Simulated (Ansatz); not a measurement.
# CsPbCl3 (Pm-3m): the gap up the ladder of methods, part 2 of 2

Wanted: a ladder of band gaps for CsPbCl3 (Pm-3m), from density functionals to G0W0.

Ansatz 0.2.0; density functionals, hybrids and G0W0, plane waves, PAW. Known limits of the many-body steps: finite bands, screening cutoff and k mesh; no spin-orbit coupling in G0W0.

So far. Step 11 (G0W0@HSE06, 4×4×4 mesh, 1047 empty bands, screening to …): Over 3 of 10 irreducible mesh points the G0W0 gap is 3.707 eV, direct, at k = (-0.500, -0.500, -0.500). The HSE06 gap of this run on the mesh is 2.599 eV. The two states that bound the G0W0 gap lie that far apart at the start, so the correction of the gap is 3.707 − 2.599 = +1.108 eV. G0W0@HSE06 against G0W0@PBE with 1069 bands: 3.707 − 3.276 = +0.431 eV, with the same mesh, files and cutoffs, and both edges at the same k points.

In doubt: masses and optical values from hybrid runs of this build are listed as unsure (steps 11, 12), which bears on the screening that GW takes from such a start.

### Step 13. The ladder

Each gap is the least one over the points named; times are wall times on shared hosts, not benchmarks. A G0W0 time includes the run's own self-consistent start. Runs with listed points see these and the mesh alone, so an edge that moves elsewhere is missed. Rows marked * are further runs, not shown as steps, whose inputs differ from the G0W0 step on the same start in the columns given; solver thresholds can differ too. Symmetry makes (0.500, 0.500, 0.500) and (-0.500, -0.500, -0.500) one point.

| level | mesh | files, cutoff | bands summed, screening | points | gap (eV) | valence top | conduction bottom | least direct gap (eV) | time |
| --- | --- | --- | --- | --- | --- | --- | --- | --- | --- |
| LDA | 4×4×4 | soft_2 PAW, 420 eV | - | mesh and listed points | 1.732 | (0.500, 0.500, 0.500) | (0.500, 0.500, 0.500) | 1.732 | 7 s |
| PBEsol | 4×4×4 | soft_2 PAW, 420 eV | - | mesh and listed points | 1.795 | (0.500, 0.500, 0.500) | (0.500, 0.500, 0.500) | 1.795 | 6.2 s |
| PBE | 4×4×4 | soft_2 PAW, 420 eV | - | mesh and path | 1.926 | (0.500, 0.500, 0.500) | (0.500, 0.500, 0.500) | 1.926 | 5.2 s |
| PBE+SOC | 4×4×4 | soft_2 PAW, 420 eV | - | mesh and listed points | 0.695 | (0.500, 0.500, 0.500) | (0.500, 0.500, 0.500) | 0.695 | 5 s |
| r2SCAN | 4×4×4 | soft_2 PAW, 500 eV | - | mesh and listed points | 2.289 | (0.500, 0.500, 0.500) | (0.500, 0.500, 0.500) | 2.289 | 6.3 s |
| HSE06 | 4×4×4 | soft_2 PAW, 420 eV | - | mesh and listed points | 2.599 | (0.500, 0.500, 0.500) | (0.500, 0.500, 0.500) | 2.599 | 27 s |
| PBE0 | 4×4×4 | soft_2 PAW, 420 eV | - | mesh and listed points | 3.247 | (0.500, 0.500, 0.500) | (0.500, 0.500, 0.500) | 3.247 | 22 s |
| DDH-PBE0 | 4×4×4 | soft_2 PAW, 420 eV | - | mesh and listed points | 3.267 | (0.500, 0.500, 0.500) | (0.500, 0.500, 0.500) | 3.267 | 1.8 min |
| G0W0@PBE* | 4×4×4 | soft_2 PAW, 420 eV | 194, 57 eV | 5 of 10 irreducible mesh points | 2.911 | (-0.500, -0.500, -0.500) | (-0.500, -0.500, -0.500) | 2.911 | 7.3 s |
| G0W0@PBE* | 4×4×4 | soft_2 PAW, 420 eV | 508, 114 eV | 3 of 10 irreducible mesh points | 3.085 | (-0.500, -0.500, -0.500) | (-0.500, -0.500, -0.500) | 3.085 | 11 s |
| G0W0@PBE | 4×4×4 | soft_2 PAW, 420 eV | 1069, 190 eV | 3 of 10 irreducible mesh points | 3.276 | (-0.500, -0.500, -0.500) | (-0.500, -0.500, -0.500) | 3.276 | 39 s |
| G0W0@PBE* | 2×2×2 | soft_2 PAW, 420 eV | 508, 114 eV | all 4 irreducible mesh points | 2.977 | (-0.500, -0.500, -0.500) | (-0.500, -0.500, -0.500) | 2.977 | 8.9 s |
| G0W0@HSE06 | 4×4×4 | soft_2 PAW, 420 eV | 1069, 190 eV | 3 of 10 irreducible mesh points | 3.707 | (-0.500, -0.500, -0.500) | (-0.500, -0.500, -0.500) | 3.707 | 1.9 min |
| G0W0@PBE0 | 4×4×4 | soft_2 PAW, 420 eV | 1069, 190 eV | 3 of 10 irreducible mesh points | 3.915 | (-0.500, -0.500, -0.500) | (-0.500, -0.500, -0.500) | 3.915 | 1.9 min |

### Step 14. Summary of results

```json
{
 "LDA, over mesh and listed points": "1.732 eV",
 "PBEsol, over mesh and listed points": "1.795 eV",
 "PBE, over mesh and path": "1.926 eV",
 "PBE+SOC, over mesh and listed points": "0.695 eV",
 "r2SCAN, over mesh and listed points": "2.289 eV",
 "HSE06, over mesh and listed points": "2.599 eV",
 "PBE0, over mesh and listed points": "3.247 eV",
 "DDH-PBE0, over mesh and listed points": "3.267 eV",
 "G0W0@PBE (1069 bands, 4×4×4), over 3 of 10 irreducible mesh points": "3.276 eV",
 "G0W0@HSE06, over 3 of 10 irreducible mesh points": "3.707 eV",
 "G0W0@PBE0, over 3 of 10 irreducible mesh points": "3.915 eV",
 "known limits": "finite bands, screening cutoff and k mesh; no spin-orbit coupling in G0W0"
}
```

**Reading.** The rows run from 0.695 eV (PBE+SOC) to 3.915 eV (G0W0@PBE0). They differ in mesh, plane-wave cutoff, bands and screening cutoff of G0W0 and the points over which the gap was sought as well as in level, so only pairs that share these are like for like. PBEsol against LDA: 1.795 − 1.732 = +0.063 eV, with the same mesh, files and cutoff, and both edges at the same k points. PBE against PBEsol: 1.926 − 1.795 = +0.131 eV, with the same mesh, files and cutoff, and both edges at the same k points. PBE+SOC against PBE: 0.695 − 1.926 = −1.231 eV, with the same mesh, set of files (read in its fully relativistic form for the spin-orbit run) and cutoff, and both edges at the same k points. The spin-orbit run sees mesh and listed points alone, so its gap is an upper bound: the coupling can move an edge off these points, and the change over the zone, its sign included where it is small, is not known. HSE06 against PBE: 2.599 − 1.926 = +0.673 eV, with the same mesh, files and cutoff, and both edges at the same k points. PBE0 against HSE06: 3.247 − 2.599 = +0.648 eV, with the same mesh, files and cutoff, and both edges at the same k points. DDH-PBE0 against PBE0: 3.267 − 3.247 = +0.020 eV, with the same mesh, files and cutoff, and both edges at the same k points. G0W0@HSE06 against G0W0@PBE with 1069 bands: 3.707 − 3.276 = +0.431 eV, with the same mesh, files and cutoffs, and both edges at the same k points. G0W0@PBE0 against G0W0@HSE06 with 1069 bands: 3.915 − 3.707 = +0.208 eV, with the same mesh, files and cutoffs, and both edges at the same k points. The dielectric-dependent hybrid took 0.254 of exact exchange, against 0.25 in PBE0. G0W0@PBE (1069 bands, 4×4×4) moves the gap of its own start on the mesh by 3.276 − 1.926 = +1.350 eV, between the same two levels. Both edges that PBE shows over mesh and path lie at k points where levels were corrected. Levels at other points were not corrected, so a lower G0W0 gap elsewhere in the zone is not ruled out. G0W0@HSE06 moves the gap of its own start on the mesh by 3.707 − 2.599 = +1.108 eV, between the same two levels. Both edges that HSE06 shows over mesh and listed points lie at k points where levels were corrected. Levels at other points were not corrected, so a lower G0W0 gap elsewhere in the zone is not ruled out. G0W0@PBE0 moves the gap of its own start on the mesh by 3.915 − 3.247 = +0.668 eV, between the same two levels. Both edges that PBE0 shows over mesh and listed points lie at k points where levels were corrected. Levels at other points were not corrected, so a lower G0W0 gap elsewhere in the zone is not ruled out. What spin-orbit coupling does to the G0W0 levels was not computed, so no sum with the G0W0 gap is formed. For G0W0@PBE: from 194 bands and 57 eV to 1069 bands and 190 eV the gap moves by 3.276 − 2.911 = +0.365 eV (rung by rung 2.911, 3.085, 3.276 eV); bands and screening cutoff rise together, so their parts are not told apart. A line in one over the bands through the two highest rungs gives 3.276 + (3.276 − 3.085) × 508 / (1069 − 508) = 3.449 eV, and through the pair below 3.085 + (3.085 − 2.911) × 194 / (508 − 194) = 3.193 eV. The two differ by 0.256 eV, not under the 0.030 eV asked, so the law does not hold well over these rungs and the limit is not known. The other G0W0 rows are shown at one basis each (1069 bands), so their distance from the limit is not known here. With the 2×2×2 mesh in place of the 4×4×4 mesh and all else as in the G0W0@PBE row with 508 bands, the gap differs by 2.977 − 3.085 = −0.108 eV, and that of the start by 1.872 − 1.926 = −0.054 eV. For G0W0@PBE0: the program's warnings for this run: coarse exchange mesh. The G0W0 runs are scalar-relativistic. This is the ideal cubic cell; tilts or off-centring, which many perovskites show locally, are not in it. G0W0@PBE runs of this series with other atomic data on the same mesh, not shown as steps, give 3.260 eV (hard PAW, 660 eV, 1578 bands, screening to 247 eV); where bands and cutoffs differ too, the part of the files is not isolated.

[Paths, hosts, dates, memory and timing lines, banners, echoed tables and standing remarks are left out of the program output.]

[Logs are printed without paths, hosts, clocks, repeated set-up lines and the standing remarks that a program may print on its own settings, such as how far it seeks lower states.]

[Runs of the session that timed out or met a known fault of the program may be left out.]

[Cells called generated may have been cut or substituted from an entry of the Crystallography Open Database or the Materials Project.]

[Hosts, paths, dates, database ids (printed as entryN), source tags and the programs' standing remarks are cut or masked in the printed files.]

[Where an RPA ε∞ is given, it is that of the G0W0 mesh and is not shown converged in it. Names of k-points follow the symmetry that the program found, which can be lower than the space group named. Band edges on a path are those of the sampled points; other points can move an edge, and change direct to indirect where valleys lie close.]

[Hybrid gaps are those of their k-mesh and are not shown converged in it.]
